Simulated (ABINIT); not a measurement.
**WS2 (Tungstenite): G0W0 with ABINIT, start to end**

How does a plane-wave GW calculation on WS2 (Tungstenite) run from the first input to the gap?

Program: ABINIT 10.8.3. Level of theory: PBEsol and many-body steps on it, plane waves. Results are calculated unless marked as measured.

Report form: the programs' logs are mostly left out.

### Step 1. Starting point

It takes space group R3m (No. 160, trigonal). The conventional cell has a = 3.158 Å, b = 3.158 Å, c = 18.490 Å, α = 90.00°, β = 90.00°, γ = 120.00°. W has 6 S at 2.39 to 2.42 Å nearest. Nearest to S lie 3 W at 2.39 Å. Nearest to S lie 3 W at 2.42 Å. Farther neighbours and most contacts between anions are not listed.

Coordinates:

```cif
data_structure
_symmetry_space_group_name_H-M 'R3m:H'
_symmetry_Int_Tables_number 160
_cell_length_a 3.1580
_cell_length_b 3.1580
_cell_length_c 18.4900
_cell_angle_alpha 90.000
_cell_angle_beta 90.000
_cell_angle_gamma 120.000
_cell_volume 159.70
loop_
_atom_site_label
_atom_site_type_symbol
_atom_site_symmetry_multiplicity
_atom_site_Wyckoff_symbol
_atom_site_fract_x
_atom_site_fract_y
_atom_site_fract_z
_atom_site_occupancy
W1 W 3 a 0.00000 0.00000 0.00000 1
S1 S 3 a 0.66667 0.33333 0.08363 1
S2 S 3 a 0.33333 0.66667 0.24767 1
```

The cell and positions come from the Crystallography Open Database and are kept as given unless a step says otherwise. Spin-orbit coupling is left out unless a step names it.

### Step 2. Ground state

This step: ABINIT 10.8.3; DFT, PBEsol, plane waves, norm-conserving pseudopotentials.

The ground-state density comes first.

run.abi reads:

```
acell 3*1.0 Angstrom
rprim 
  1.579000000014 0.911636075086 6.163333333296
  -1.579000000014 0.911636075086 6.163333333296
  0.000000000000 -1.823272150090 6.163333333308
ntypat 2
znucl 74 16
natom 3
typat 1 2 2
xred 
  0.000000000000 0.000000000000 0.000000000000
  0.249700000000 0.249700000000 0.249700000000
  0.419000000000 0.419000000000 0.419000000000
pp_dirpath "pseudos"
pseudos "W.upf, S.upf"
ecut 31
ngkpt 8 8 8
nshiftk 1
shiftk 0 0 0
kptopt 1
chksymbreak 0
nband 18
occopt 1
tolvrs 1e-10
nstep 60
prtwf 0
optforces 0
optstress 0
indata_prefix "in"
outdata_prefix "out"
tmpdata_prefix "tmp"
```

Command:

```
> OMP_NUM_THREADS=1 mpirun -n 4 abinit run.abi > log
```

The job ended after 65 s (4 MPI ranks of Arm Neoverse V2, shared host; peak memory 0.54 GiB; 4.3 min of CPU time).

Numbers from this step:

| Property | Result |
| --- | --- |
| total energy | -2665.7478 eV |
| gap | 1.124 eV |
| k of the valence top | 0.5, 0.5, 0.5 |
| k of the conduction bottom | -0.25, 0.125, 0 |
| least direct gap | 2.290 eV |

The gap is indirect, with the least direct gap 1.17 eV higher.

### Step 3. Bands along the symmetry lines

The cheap functional maps the bands first; the places of the edges decide which points the dearer methods must see.

run.abi reads:

```
acell 3*1.0 Angstrom
rprim 
  1.579000000014 0.911636075086 6.163333333296
  -1.579000000014 0.911636075086 6.163333333296
  0.000000000000 -1.823272150090 6.163333333308
ntypat 2
znucl 74 16
natom 3
typat 1 2 2
xred 
  0.000000000000 0.000000000000 0.000000000000
  0.249700000000 0.249700000000 0.249700000000
  0.419000000000 0.419000000000 0.419000000000
pp_dirpath "pseudos"
pseudos "W.upf, S.upf"
ecut 31
iscf -2
irdden 1
kptopt 0
nkpt 59
kpt 
  0.00000000 0.00000000 0.00000000
  -0.06250000 -0.06250000 -0.06250000
  -0.12500000 -0.12500000 -0.12500000
  -0.18750000 -0.18750000 -0.18750000
  -0.25000000 -0.25000000 -0.25000000
  -0.31250000 -0.31250000 -0.31250000
  -0.37500000 -0.37500000 -0.37500000
  -0.43750000 -0.43750000 -0.43750000
  -0.50000000 -0.50000000 -0.50000000
  -0.50000000 -0.46015652 -0.53984348
  -0.50000000 -0.42031304 -0.57968697
  -0.50000000 -0.38046955 -0.61953045
  -0.50000000 -0.34062607 -0.65937393
  -0.50000000 -0.30078259 -0.69921741
  -0.50000000 -0.26093911 -0.73906089
  -0.50000000 -0.22109562 -0.77890438
  -0.50000000 -0.18125214 -0.81874786
  -0.18125214 0.18125214 -0.50000000
  -0.15859562 0.15859562 -0.50000000
  -0.13593911 0.13593911 -0.50000000
  -0.11328259 0.11328259 -0.50000000
  -0.09062607 0.09062607 -0.50000000
  -0.06796955 0.06796955 -0.50000000
  -0.04531304 0.04531304 -0.50000000
  -0.02265652 0.02265652 -0.50000000
  0.00000000 0.00000000 -0.50000000
  0.00000000 0.00000000 -0.43750000
  0.00000000 0.00000000 -0.37500000
  0.00000000 0.00000000 -0.31250000
  0.00000000 0.00000000 -0.25000000
  0.00000000 0.00000000 -0.18750000
  0.00000000 0.00000000 -0.12500000
  0.00000000 0.00000000 -0.06250000
  0.00000000 0.00000000 0.00000000
  0.00000000 0.04257826 -0.04257826
  0.00000000 0.08515652 -0.08515652
  0.00000000 0.12773478 -0.12773478
  0.00000000 0.17031304 -0.17031304
  0.00000000 0.21289129 -0.21289129
  0.00000000 0.25546955 -0.25546955
  0.00000000 0.29804781 -0.29804781
  0.00000000 0.34062607 -0.34062607
  -0.34062607 0.00000000 -0.65937393
  -0.36054781 0.00000000 -0.63945219
  -0.38046955 0.00000000 -0.61953045
  -0.40039129 0.00000000 -0.59960871
  -0.42031304 0.00000000 -0.57968697
  -0.44023478 0.00000000 -0.55976522
  -0.46015652 0.00000000 -0.53984348
  -0.48007826 0.00000000 -0.51992174
  -0.50000000 0.00000000 -0.50000000
  -0.43750000 0.00000000 -0.43750000
  -0.37500000 0.00000000 -0.37500000
  -0.31250000 0.00000000 -0.31250000
  -0.25000000 0.00000000 -0.25000000
  -0.18750000 0.00000000 -0.18750000
  -0.12500000 0.00000000 -0.12500000
  -0.06250000 0.00000000 -0.06250000
  0.00000000 0.00000000 0.00000000
istwfk *1
nband 23
nbdbuf 5
tolwfr 1e-07
nstep 50
prtwf 0
prtvol 0
indata_prefix "in"
outdata_prefix "out"
tmpdata_prefix "tmp"
```

Elapsed: 24 s, on 4 MPI ranks; peak memory 0.39 GiB.

This step gave:

* gap: 0.9693 eV
* k of the valence top: -0.5, -0.5, -0.5
* k of the conduction bottom: 0, 0.1703, -0.1703
* least direct gap: 1.896 eV

The gap is 0.969 eV, −0.155 eV from the run before at this level.

The electronic bands at the labelled points (eV, zero at the top of the highest filled band):

| point | band 10 | band 11 | band 12 | band 13 | band 14 | band 15 | band 16 | band 17 |
| --- | --- | --- | --- | --- | --- | --- | --- | --- |
| Γ | -2.30 | -2.30 | -1.57 | -1.23 | 2.17 | 2.17 | 2.54 | 2.54 |
| halfway | -2.94 | -2.28 | -2.28 | -0.33 | 2.22 | 2.22 | 2.47 | 2.47 |
| T | -3.57 | -2.27 | -2.27 | 0.00 | 2.29 | 2.29 | 2.38 | 2.38 |
| halfway | -4.23 | -2.98 | -2.21 | -1.55 | 1.60 | 2.16 | 2.52 | 3.94 |
| H2 | -4.65 | -4.09 | -3.03 | -0.71 | 1.24 | 2.50 | 3.53 | 4.84 |
| jump to H0 | -4.65 | -4.09 | -3.03 | -0.71 | 1.24 | 2.50 | 3.53 | 4.84 |
| halfway | -4.10 | -3.53 | -2.77 | -1.15 | 1.82 | 2.75 | 2.97 | 4.34 |
| L | -4.18 | -2.57 | -1.81 | -1.74 | 2.29 | 2.57 | 3.56 | 3.86 |
| halfway | -3.43 | -2.64 | -1.94 | -1.62 | 1.32 | 2.01 | 2.84 | 3.38 |
| Γ | -2.30 | -2.30 | -1.57 | -1.23 | 2.17 | 2.17 | 2.54 | 2.54 |
| halfway | -3.95 | -2.96 | -1.80 | -1.57 | 0.97 | 2.14 | 2.62 | 4.04 |
| S0 | -4.66 | -4.02 | -3.07 | -0.69 | 1.21 | 2.51 | 3.48 | 4.89 |
| jump to S2 | -4.66 | -4.02 | -3.07 | -0.69 | 1.21 | 2.51 | 3.48 | 4.89 |
| halfway | -4.28 | -3.59 | -3.00 | -1.08 | 1.99 | 2.92 | 3.39 | 3.91 |
| F | -4.09 | -3.18 | -2.01 | -1.56 | 2.24 | 2.69 | 3.17 | 4.36 |
| halfway | -3.38 | -2.68 | -2.25 | -1.50 | 1.48 | 1.86 | 2.83 | 3.55 |
| Γ | -2.30 | -2.30 | -1.57 | -1.23 | 2.17 | 2.17 | 2.54 | 2.54 |

### Step 4. Empty states on the mesh, 4×4×4 mesh, 649 bands

The sums over transitions need many empty states on a uniform mesh; this step solves for them.

run.abi reads:

```
acell 3*1.0 Angstrom
rprim 
  1.579000000014 0.911636075086 6.163333333296
  -1.579000000014 0.911636075086 6.163333333296
  0.000000000000 -1.823272150090 6.163333333308
ntypat 2
znucl 74 16
natom 3
typat 1 2 2
xred 
  0.000000000000 0.000000000000 0.000000000000
  0.249700000000 0.249700000000 0.249700000000
  0.419000000000 0.419000000000 0.419000000000
pp_dirpath "pseudos"
pseudos "W.upf, S.upf"
ecut 31
ngkpt 4 4 4
nshiftk 1
shiftk 0 0 0
kptopt 1
chksymbreak 0
irdden 1
istwfk *1
nband 649
prtvol 0
optdriver 6
gwr_task "HDIAGO"
paral_kgb 0
occopt 1
indata_prefix "in"
outdata_prefix "out"
tmpdata_prefix "tmp"
```

It took 96 s on 4 MPI ranks; peak memory 2.3 GiB; 6.4 min of CPU time.

Numbers from this step:

| Property | Result |
| --- | --- |
| gap | 1.324 eV |
| k of the valence top | 0.5, 0.5, 0.5 |
| k of the conduction bottom | 0.25, 0, 0 |
| least direct gap | 2.290 eV |
| k points computed | 13 |
| lowest point of the top converged band, above the valence top | 277.0717 eV |

On this mesh the gap is 1.324 eV. The earlier step found 1.124 eV, so this mesh misses an edge.

### Step 5. Screening, 4×4×4 mesh, 445 bands, screening to 292.8 eV

The RPA dielectric matrix is built and inverted for each q.

This step: RPA screening on PBEsol, plane waves, norm-conserving pseudopotentials.

Changes to run.abi since step 4:

```diff
@@ -21,10 +21,11 @@
 chksymbreak 0
-irdden 1
 istwfk *1
-nband 649
-prtvol 0
-optdriver 6
-gwr_task "HDIAGO"
-paral_kgb 0
 occopt 1
+irdwfk 1
+optdriver 3
+nband 445
+ecuteps 10.76
+inclvkb 2
+awtr 1
+symchi 1
 indata_prefix "in"
```

It took 27 min on 4 MPI ranks; peak memory 13 GiB.

This step gave:

```yaml
eps_infinity_with_local_fields_on_this_mesh_along_the_program_s_q_direction: 10.17
the_same_without_local_fields: 11.88
plasma_frequency: 25.95 eV
plane_waves_in_the_screening_matrix: 611
```

Local fields lower ε∞ by 14 %.

### Step 6. Self-energy, 4×4×4 mesh, 445 bands, screening to 292.8 eV

The self-energy is evaluated for the states that the input lists, and the levels follow from it, in one-shot runs by the linearised quasiparticle equation.

This step: G0W0 on PBEsol, plane waves, norm-conserving pseudopotentials.

Changes to run.abi since step 5:

```diff
@@ -24,8 +24,23 @@
 irdwfk 1
-optdriver 3
+optdriver 4
 nband 445
+gwcalctyp 0
+ecutsigx 31
+symsigma 1
+nkptgw 5
+kptgw 
+  0.5000000000 0.5000000000 0.5000000000
+  0.2500000000 0.0000000000 0.0000000000
+  0.0000000000 0.0000000000 0.0000000000
+  0.5000000000 0.0000000000 0.0000000000
+  0.5000000000 0.5000000000 0.0000000000
+bdgw 
+  11 15
+  12 15
+  12 15
+  12 15
+  12 15
 ecuteps 10.76
-inclvkb 2
-awtr 1
-symchi 1
+irdscr 1
+ppmodel 1
 indata_prefix "in"
```

The job ended after 13 min (4 MPI ranks; peak memory 13 GiB; 53 min of CPU time).

This step gave:

```yaml
g0w0_gap_on_the_mesh: 1.894 eV
starting_gap_on_the_mesh: 1.324 eV
k_of_the_valence_top: 0.5, 0.5, 0.5
k_of_the_conduction_bottom: 0.25, 0, 0
z_at_the_valence_top: 0.782
z_at_the_conduction_bottom: 0.79
least_direct_g0w0_gap_on_the_computed_points: 2.860 eV
```

The gap on the mesh goes from 1.32 eV to 1.89 eV, a correction of +0.57 eV. The start differs from the 1.12 eV found before because the two sample other k points.

Limits: finite bands, cutoff and mesh; no spin-orbit coupling. v1 is the top filled band, c1 the lowest empty one. The levels before and after the correction (eV, zero at the valence-band top of each column):

|  | conduction bottom | valence top |
| --- | --- | --- |
| Kohn-Sham | 1.32 | 0.00 |
| G0W0 | 1.89 | 0.00 |

|  | level | energy (eV) |
| --- | --- | --- |
| Kohn-Sham | (0.5 0.5 0.5) v3-v2 | -2.265 |
| Kohn-Sham | (0.5 0.5 0.5) v1 | 0.000 |
| Kohn-Sham | (0.5 0.5 0.5) c1-c2 | 2.290 |
| Kohn-Sham | (0.25 0 0) v2 | -1.936 |
| Kohn-Sham | (0.25 0 0) v1 | -1.621 |
| Kohn-Sham | (0.25 0 0) c1 | 1.324 |
| Kohn-Sham | (0.25 0 0) c2 | 2.007 |
| G0W0 | (0.5 0.5 0.5) v3-v2 | -2.444 |
| G0W0 | (0.5 0.5 0.5) v1 | 0.000 |
| G0W0 | (0.5 0.5 0.5) c1-c2 | 2.860 |
| G0W0 | (0.25 0 0) v2 | -2.352 |
| G0W0 | (0.25 0 0) v1 | -1.697 |
| G0W0 | (0.25 0 0) c1 | 1.894 |
| G0W0 | (0.25 0 0) c2 | 2.614 |

### Step 7. Where the time went

Times are wall times on 4 MPI ranks of Arm Neoverse V2, shared host, good to a factor of about two.

| step | time | share | memory (GiB) |
| --- | --- | --- | --- |
| ground state | 65 s | 3 % | 0.54 |
| bands along the symmetry lines | 24 s | 1 % | 0.39 |
| empty states on the mesh | 96 s | 4 % | 2.3 |
| screening | 27 min | 62 % | 13 |
| self-energy | 13 min | 31 % | 13 |

### Step 8. Outcome

```
PBEsol gap                           : 0.97 eV, indirect
G0W0 gap on the mesh                 : 1.89 eV
G0W0 gap over the zone (rigid shift) : 1.54 eV
GW settings                          : 4×4×4 mesh, 445 bands, screening to 292.8 eV, Godby-Needs plasmon pole
known limits                         : not at the basis limit; no spin-orbit coupling
```

**Reading.** G0W0 moves the gap on the mesh from 1.32 eV to 1.89 eV (+0.57 eV), with Z of 0.78 and 0.79 at the edges. The mesh misses the band edges by 0.35 eV in all; a rigid shift gives 1.54 eV for the zone. Local fields lower the RPA ε∞ on this mesh from 11.88 to 10.17. The dearest step here is «screening». Bands and cutoff are finite, so the gap is not at the basis limit. The miss can reach some tenths of an eV and take either sign; the mesh is an error of its own. A denser mesh or path gives a starting gap of 0.97 eV: the GW mesh misses a band edge, so its gaps are not the fundamental one. The many-body steps are scalar-relativistic: spin-orbit coupling is not in them.

[Paths, hosts, dates, memory and timing lines, banners, echoed tables and standing remarks are left out of the program output.]

[Logs are printed without paths, hosts, clocks, repeated set-up lines and the standing remarks that a program may print on its own settings, such as how far it seeks lower states.]

[Runs of the session that timed out or met a known fault of the program may be left out.]

[Hosts, paths, dates, database ids (printed as entryN), source tags and the programs' standing remarks are cut or masked in the printed files.]

[G0W0 gaps are taken among the corrected bands and points alone; a level outside them can change the order at an edge.]

[Where Ansatz stands beside ABINIT at settings called matched, ABINIT's density can come from a denser mesh and the files from another edition; pairs whose starting gaps differed by over 0.03 eV were left out, so agreement reads better than it is.]
